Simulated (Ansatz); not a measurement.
**BaH2 (model cell, started as CdI2 type): following an unstable mode**

Which phase does BaH2 (model cell, started as CdI2 type) fall into along its unstable mode, and how much energy does it gain?

Program: Ansatz 0.2.0. Level of theory: DFT PBE, scalar-relativistic, plane waves, PAW. Results are calculated unless marked as measured.

This is a report of a sequence of runs, with most program output left out.

The structure was built from a prototype and need not be the compound's stable phase.

## 1. The starting structure

Symmetry: P-3m1, No. 164, trigonal system. The conventional cell has a = 4.256 Å, b = 4.256 Å, c = 4.314 Å, α = 90.00°, β = 90.00°, γ = 120.00°. Nearest to Ba lie 6 H at 2.66 Å. H has 3 Ba at 2.66 Å nearest. Farther neighbours are not listed.

Structure file:

```cif
data_structure
_symmetry_space_group_name_H-M 'P 1'
_symmetry_Int_Tables_number 1
_cell_length_a 4.2561
_cell_length_b 4.2561
_cell_length_c 4.3139
_cell_angle_alpha 90.000
_cell_angle_beta 90.000
_cell_angle_gamma 120.000
_cell_volume 67.67
loop_
_atom_site_label
_atom_site_type_symbol
_atom_site_fract_x
_atom_site_fract_y
_atom_site_fract_z
_atom_site_occupancy
Ba1 Ba 0.00000 0.00000 0.00000 1
H2 H 0.33333 0.66667 0.23709 1
H3 H 0.66667 0.33333 0.76291 1
```

## 2. Phonons on a q mesh

The cell comes from relaxations at this level that are not shown. Stability and thermal properties need the whole zone. Linear response on a 3×3×2 q mesh gives force constants as far as a supercell of that size would, and the tensors from the zone-centre run are typed in so that the long-range dipole term is interpolated apart.

Contents of input.yaml:

```yaml
crystal:
  lattice:
    - [4.2561083035, 0.0, 0.0]
    - [-2.1280541517, 3.6858979121, 0.0]
    - [0.0, 0.0, 4.3138977816]
  atoms:
    - { symbol: Ba, position: [0.0, 0.0, 0.0] }
    - { symbol: H, position: [0.3333333333, 0.6666666667, 0.2370893061] }
    - { symbol: H, position: [0.6666666667, 0.3333333333, 0.7629106939] }
kpoints:
  mp_grid: { grid: [6, 6, 4] }
hamiltonian:
  xc: pbe
scf:
  occupations: { method: fixed }
output:
  eigenvalues: true
phonons:
  method: dfpt
  qmesh: [3, 3, 2]
  temperatures: { t_max: 1000, t_step: 50 }
  qpath:
    path:
      - [[0.0, 0.0, 0.0], [0.5, 0.0, 0.0], [0.33333333, 0.33333333, 0.0], [0.0, 0.0, 0.0], [0.0, 0.0, 0.5], [0.5, 0.0, 0.5], [0.33333333, 0.33333333, 0.5], [0.0, 0.0, 0.5]]
      - [[0.5, 0.0, 0.5], [0.5, 0.0, 0.0]]
      - [[0.33333333, 0.33333333, 0.5], [0.33333333, 0.33333333, 0.0]]
    npoints: 10
  non_analytic_term:
    high_frequency_dielectric_tensor: [[4.0448, 0.0, 0.0], [0.0, 4.0448, 0.0], [0.0, 0.0, 3.8318]]
    born_effective_charges:
      - { species: Ba, tensor: [[2.4669, 0.0, 0.0], [0.0, 2.4669, 0.0], [0.0, 0.0, 2.2557]] }
      - { species: H, tensor: [[-1.2335, 0.0, 0.0], [0.0, -1.2335, 0.0], [0.0, 0.0, -1.1278]] }
      - { species: H, tensor: [[-1.2335, 0.0, 0.0], [0.0, -1.2335, 0.0], [0.0, 0.0, -1.1278]] }
    source: "zone-centre run at this cell"
```

Command:

```
ansatz run input.yaml --threads 4 --pin off --max-ram 7168MiB --backend cpu --events-out ev --progress --plain --runs-dir out
```

Run time: 47 s. Hardware: 4 threads of Arm Neoverse V2, shared host; peak memory 0.51 GiB; 95 s of CPU time.

A gap read on the k-mesh alone can miss the band edges.

Numbers from this step:

| Quantity | Value |
| --- | --- |
| gap on the k-mesh | 1.469 eV |
| volume per atom | 22.56 Å³ |
| sum-rule residual before enforcement | 0.001153 eV/Å² |
| lowest frequency on the path | -247.8 cm⁻¹ |
| point group | -3m |
| highest frequency on the path or at a solved wavevector | 949.7 cm⁻¹ |
| highest optical mode at the zone centre (no LO-TO term) | 801.0 cm⁻¹ |
| lowest optical zone-centre mode | -247.8 cm⁻¹ |
| lowest mode on the q mesh (acoustic modes at Γ apart) | -247.8 cm⁻¹ |

Frequencies (cm⁻¹) solved at each irreducible wavevector; negative means imaginary. Frequencies by wavevector, by row:

| q in reciprocal lattice units | star | mode 1 | mode 2 | mode 3 | mode 4 | mode 5 | mode 6 | mode 7 | mode 8 | mode 9 |
| --- | --- | --- | --- | --- | --- | --- | --- | --- | --- | --- |
| 0 0 0 | 1 | -247.8 | 0 | 0 | 0 | 551.9 | 551.9 | 625.5 | 801 | 801 |
| 0 0 -0.5 | 1 | -23.8 | -23.8 | 22.7 | 641.4 | 641.4 | 645.7 | 656.7 | 750.8 | 750.8 |
| 0 0.3333 0 | 6 | -53.8 | 59.9 | 94.5 | 296.7 | 501.2 | 640.9 | 706.1 | 746.1 | 936.5 |
| 0 0.3333 -0.5 | 6 | 26.6 | 29.2 | 90.6 | 303.8 | 479.2 | 621.6 | 744.3 | 760.5 | 862.9 |
| 0.3333 0.3333 0 | 2 | -71.4 | 97.7 | 97.7 | 382.2 | 382.2 | 569.3 | 736.2 | 736.2 | 923.7 |
| 0.3333 0.3333 -0.5 | 2 | 62.9 | 81.9 | 81.9 | 393.5 | 393.5 | 679.7 | 753.7 | 753.7 | 834 |

Interpolated from a 3×3×2 q mesh, rough between the solved points, with the LO-TO term (at Γ the limit along the path; where Γ stands inside the path, tables give the limit on arrival). Phonon branches along the path, in cm⁻¹:

| point | branch 1 | branch 2 | branch 3 | branch 4 | branch 5 | branch 6 | branch 7 | branch 8 | branch 9 |
| --- | --- | --- | --- | --- | --- | --- | --- | --- | --- |
| Γ | -248 | 0 | 0 | 0 | 552 | 626 | 801 | 801 | 925 |
| halfway | -49 | 50 | 74 | 197 | 553 | 610 | 746 | 769 | 928 |
| M | -64 | 68 | 109 | 404 | 406 | 656 | 687 | 704 | 950 |
| halfway | -67 | 80 | 107 | 391 | 397 | 602 | 709 | 735 | 935 |
| K | -71 | 98 | 98 | 382 | 382 | 569 | 736 | 736 | 924 |
| halfway | -51 | 51 | 90 | 245 | 529 | 612 | 731 | 771 | 925 |
| Γ | -248 | 0 | 0 | 0 | 552 | 626 | 801 | 801 | 925 |
| halfway | -16 | -16 | 16 | 591 | 591 | 635 | 655 | 782 | 782 |
| A | -24 | -24 | 23 | 641 | 641 | 646 | 657 | 751 | 751 |
| halfway | 19 | 30 | 73 | 369 | 512 | 632 | 750 | 770 | 828 |
| L | -44 | 37 | 102 | 265 | 475 | 609 | 696 | 777 | 894 |
| halfway | 41 | 57 | 97 | 311 | 448 | 673 | 691 | 770 | 871 |
| H | 63 | 82 | 82 | 394 | 394 | 680 | 754 | 754 | 834 |
| halfway | -11 | 51 | 79 | 339 | 485 | 680 | 714 | 761 | 845 |
| A | -24 | -24 | 23 | 641 | 641 | 646 | 657 | 751 | 751 |
| jump to L | -44 | 37 | 102 | 265 | 475 | 609 | 696 | 777 | 894 |
| halfway | -40 | 55 | 107 | 327 | 440 | 634 | 685 | 754 | 921 |
| M | -64 | 68 | 109 | 404 | 406 | 656 | 687 | 704 | 950 |
| jump to H | 63 | 82 | 82 | 394 | 394 | 680 | 754 | 754 | 834 |
| halfway | -18 | 90 | 90 | 386 | 386 | 618 | 746 | 746 | 886 |
| K | -71 | 98 | 98 | 382 | 382 | 569 | 736 | 736 | 924 |

Symmetry leaves 6 wavevectors to solve. The lowest mode among them, the acoustic zeros apart, lies at Γ and is imaginary, 247.8i cm⁻¹, so the energy falls along it.

## 3. The mode frozen in, largest atomic shift 0 Å

The mode followed lies at q = (0.333, 0.333, 0) with frequency 71.4i cm⁻¹, one of the unstable modes though not the softest. At small amplitude the distorted cell has space group no. 147 by a symmetry search on the positions. The undistorted cell that holds it gives the zero of energy on the same k mesh.

System of this step: BaH2 (model cell, started as CdI2 type). It takes space group P-3m1 (No. 164, trigonal). The conventional cell has a = 4.256 Å, b = 4.256 Å, c = 4.314 Å, α = 90.00°, β = 90.00°, γ = 120.00°. Ba has 6 H at 2.66 Å nearest. H has 3 Ba at 2.66 Å nearest. Farther neighbours are not listed.

Contents of input.yaml:

```yaml
crystal:
  lattice:
    - [0.0, 0.0, -4.3138977816]
    - [0.0, -7.3717958241, 0.0]
    - [-6.3841624552, 3.6858979121, 0.0]
  atoms:
    - { symbol: Ba, position: [1.0, 0.6666666667, 0.3333333333] }
    - { symbol: Ba, position: [1.0, 0.3333333333, 0.6666666667] }
    - { symbol: Ba, position: [1.0, 1.0, 1.0] }
    - { symbol: H, position: [0.7629106939, 0.3333333333, 0.3333333333] }
    - { symbol: H, position: [0.7629106939, 0.0, 0.6666666667] }
    - { symbol: H, position: [0.7629106939, 0.6666666667, 1.0] }
    - { symbol: H, position: [0.2370893061, 0.3333333333, 1.0] }
    - { symbol: H, position: [0.2370893061, 1.0, 0.3333333333] }
    - { symbol: H, position: [0.2370893061, 0.6666666667, 0.6666666667] }
kpoints:
  mp_grid: { grid: [6, 6, 6] }
hamiltonian:
  xc: pbe
scf:
  occupations: { method: gaussian, width: 0.02 }
output:
  forces: true
  stress: true
  eigenvalues: true
```

It took 11 s on 4 threads; peak memory 0.56 GiB.

This step gave:

* pressure: -0.007832 GPa
* energy from the undistorted cell: 0 meV/atom

At this level the gap is 1.47 eV on the k-mesh of the self-consistent run, which can miss the band edges.

## 4. The mode frozen in, largest atomic shift 0.6 Å

The atoms are moved along the unstable eigenvector, the largest shift by 0.6 Å, with the cell fixed.

Contents of input.yaml:

```yaml
crystal:
  lattice:
    - [0.0, 0.0, -4.3138977816]
    - [0.0, -7.3717958241, 0.0]
    - [-6.3841624552, 3.6858979121, 0.0]
  atoms:
    - { symbol: Ba, position: [1.139085354, 0.6666666667, 0.3333334776] }
    - { symbol: Ba, position: [1.0000016818, 0.3333333333, 0.6666666667] }
    - { symbol: Ba, position: [0.8609180097, 1.0, 0.9999998557] }
    - { symbol: H, position: [0.7629106939, 0.4022251241, 0.3677798535] }
    - { symbol: H, position: [0.7629116487, -0.034444021, 0.5977757343] }
    - { symbol: H, position: [0.7629097391, 0.632221396, 1.0344456617] }
    - { symbol: H, position: [0.2370893061, 0.2644415425, 0.9655547294] }
    - { symbol: H, position: [0.2370902609, 1.0344477697, 0.2988901707] }
    - { symbol: H, position: [0.2370883513, 0.7011119373, 0.735557599] }
kpoints:
  mp_grid: { grid: [6, 6, 6] }
hamiltonian:
  xc: pbe
scf:
  occupations: { method: gaussian, width: 0.02 }
output:
  forces: true
  stress: true
  eigenvalues: true
```

It took 4.4 s on 4 threads; peak memory 0.58 GiB.

This step gave:

* pressure: -1.829 GPa
* gap on the k-mesh: 2.421 eV
* energy from the undistorted cell: -70.89 meV/atom

The energy, extrapolated to zero smearing, is -70.89 meV/atom against the undistorted cell.

The run ends at a pressure of -1.83 GPa, with forces up to 0.81 eV/Å.

## 5. Energy along the mode, all amplitudes (two of the runs are shown above)

An imaginary frequency means negative curvature, so the energy should fall and then rise again as anharmonic terms take over.

Numbers from this step:

```yaml
depth_at_the_lowest_point_sampled: 70.89 meV/atom
largest_atomic_shift_at_that_point: 0.6 Å
```

Table of energy from the parent by largest atomic shift:

| largest atomic shift (Å) | energy from the parent (meV/atom) |
| --- | --- |
| 0.000 | 0 |
| 0.040 | -0.461 |
| 0.080 | -1.83 |
| 0.140 | -5.53 |
| 0.220 | -13.2 |
| 0.320 | -26.3 |
| 0.450 | -46.7 |
| 0.600 | -70.9 |

Displacement at unit largest shift by atom:

| atom | x (Å) | y (Å) | z (Å) | size |
| --- | --- | --- | --- | --- |
| Ba1 | 0.00 | 0.00 | -1.00 | 1.00 |
| Ba2 | 0.00 | 0.00 | 0.00 | 0.00 |
| Ba3 | 0.00 | 0.00 | 1.00 | 1.00 |
| H4 | -0.37 | -0.64 | 0.00 | 0.73 |
| H5 | 0.73 | 0.00 | 0.00 | 0.73 |
| H6 | -0.37 | 0.64 | 0.00 | 0.73 |
| H7 | 0.37 | 0.64 | 0.00 | 0.73 |
| H8 | 0.37 | -0.64 | 0.00 | 0.73 |
| H9 | -0.73 | 0.00 | 0.00 | 0.73 |

The lowest of the steps tried is the last one, at 0.6 Å, 70.9 meV/atom below the parent; the bottom of the well need not coincide with a step.

## 6. Relaxing from the distorted cell

Starting from the lowest point found, all atoms and the cell are let go, so that strain and other modes of the same symmetry can join in.

Changes to input.yaml since step 4:

```diff
@@ -20,3 +20,3 @@
 scf:
-  occupations: { method: gaussian, width: 0.02 }
+  occupations: { method: fixed }
 output:
@@ -25 +25,6 @@
   eigenvalues: true
+relax:
+  adjacent_minimum: "off"
+  f_tol: 0.002
+  max_steps: 120
+  cell: { stress_tol: 0.03 }
```

Run time: 50 s. Hardware: 4 threads; peak memory 0.62 GiB.

Step by step:

| step | energy less that of the first step (eV) | largest force component (eV/Å) | pressure (GPa) | volume (Å³) |
| --- | --- | --- | --- | --- |
| 1 | 0.0000 | 0.8100 | -1.83 | 203.02 |
| 2 | -0.4014 | 0.6380 | -1.77 | 193.95 |
| 3 | -0.7415 | 0.3905 | -1.12 | 182.43 |
| 4 | -0.8357 | 0.1484 | 0.38 | 170.93 |
| 5 | -0.8344 | 0.1630 | -0.02 | 172.83 |
| 6 | -0.8634 | 0.0310 | 0.12 | 172.32 |
| 7 | -0.8645 | 0.0016 | 0.01 | 172.92 |
| 8* | -0.8575 | 0.0017 | -0.03 | 172.92 |
| 9 | -0.8575 | 0.0002 | 0.00 | 172.75 |
| 10* | -0.8575 | 0.0002 | 0.00 | 172.75 |

Relaxation steps marked * repeat the geometry before them on a plane-wave basis chosen anew for their cell, so energy and pressure can jump there. Relaxation step 5 was tried and not accepted.

Forces are held to the 6 operations that the run works with; a distortion that breaks them can't arise in this run.

| cell as run | before | after | change |
| --- | --- | --- | --- |
| a (Å) | 4.314 | 4.141 | -4.0 % |
| b (Å) | 7.372 | 6.941 | -5.8 % |
| c (Å) | 7.372 | 6.941 | -5.8 % |
| volume (Å³/atom) | 22.56 | 19.19 | -14.9 % |

The atoms that moved most (Å, as changes of fractional coordinates times the final cell):

| atom | dx | dy | dz | length |
| --- | --- | --- | --- | --- |
| Ba3 | 0.000 | 0.000 | 0.513 | 0.513 |
| Ba1 | 0.000 | 0.000 | -0.513 | 0.513 |
| H9 | -0.089 | -0.056 | -0.055 | 0.118 |
| H8 | 0.093 | -0.049 | -0.055 | 0.118 |
| H5 | 0.089 | 0.056 | 0.055 | 0.118 |
| H4 | 0.004 | -0.105 | 0.055 | 0.118 |
| H6 | -0.093 | 0.049 | 0.055 | 0.118 |
| H7 | -0.004 | 0.105 | -0.055 | 0.118 |

The relaxed structure:

```xyz
9
Lattice="0.0000 0.0000 -4.1408 0.0000 -6.9408 0.0000 -6.0109 3.4704 0.0000" Properties=species:S:1:pos:R:3 pbc="T T T"
Ba   -2.0036   -3.4704   -5.2293
Ba   -4.0073    0.0000   -4.1408
Ba   -6.0109   -3.4704   -3.0523
H    -2.2063   -1.6203   -3.1043
H    -3.5046    2.3699   -3.1043
H    -6.3110   -0.7496   -3.1043
H    -5.8083    1.6203   -1.0365
H    -1.7036   -6.1912   -1.0365
H    -4.5100   -2.3699   -1.0365
```

This step gave:

```yaml
pressure: -8.78e-4 GPa
gap_on_the_k_mesh: 2.469 eV
volume_per_atom: 19.19 Å³
```

The distorted start has space group P-3; the relaxation ends in P-3.

## 7. The phases reached

The phases reached along the modes that were followed are set side by side.

Energies are those of the first relaxation, on the mesh of the frozen mode; space group, volume and gap are those of the last relaxation. Phases, by row:

| mode frozen in | space group | energy from parent (meV/atom) | volume (Å³/atom) | gap on mesh (eV) | lowest zone-centre optical mode (cm⁻¹) | largest shift (Å) |
| --- | --- | --- | --- | --- | --- | --- |
| parent | P-3m1 | 0 | 22.56 | 1.469 | – | – |
| q = (0, 0, 0), 248i cm⁻¹ | P-6m2 | -37.13 | 20.2 | 2.418 | 194 | 0.663 |
| q = (0.333, 0.333, 0), 71i cm⁻¹ | P-3 | -166.2 | 19.19 | 2.469 | – | 1.089 |

## 8. Summary of results

```json
{
  "unstable mode of the parent": "q = (0.333, 0.333, 0), 71i cm⁻¹",
  "depth at the lowest point sampled": "70.9 meV/atom",
  "largest atomic shift at that point": "0.6 Å",
  "space group reached (within 0.01 Å)": "P-3",
  "energy gained over the parent (first relaxation, on the mesh of the frozen mode)": "166 meV/atom",
  "volume per atom, phase reached": "19.2 Å³",
  "gap on the k-mesh, phase reached": "2.47 eV"
}
```

**Reading.** Along this mode the structure falls into P-3, 166 meV/atom below the parent. At the parent's cell the well is 70.89 meV/atom deep on the steps tried, with its lowest point at a shift of 0.6 Å. That is the last step tried, so the steps alone don't bracket the bottom of the well. Relaxing atoms and cell changes the gain by +95.28 meV/atom against the lowest step (energies at zero smearing). The modes of the phase reached were not computed on this path. Of the 2 patterns followed to their end from this parent, this one reaches the lowest energy. Each path keeps the symmetry of its pattern, so a lower phase may lie along a pattern not tried. The q mesh stands for a supercell only 8.6 Å across, so branches between the solved wavevectors are rough. The program warns that the interpolation holds no quadrupole term, so branches close to Γ can be off in this crystal. The volume moved by more than a tenth on the k mesh of the start, so the energy gain is rough. Spin-orbit coupling is left out, which can matter for the heavy elements here. The starting cell was built on a prototype and not taken from a measurement, so the phase need not exist.

[Logs are printed without paths, hosts, clocks, repeated set-up lines and the standing remarks that a program may print on its own settings, such as how far it seeks lower states.]

[Hosts, paths, dates, database ids (printed as entryN), source tags and the programs' standing remarks are cut or masked in the printed files.]
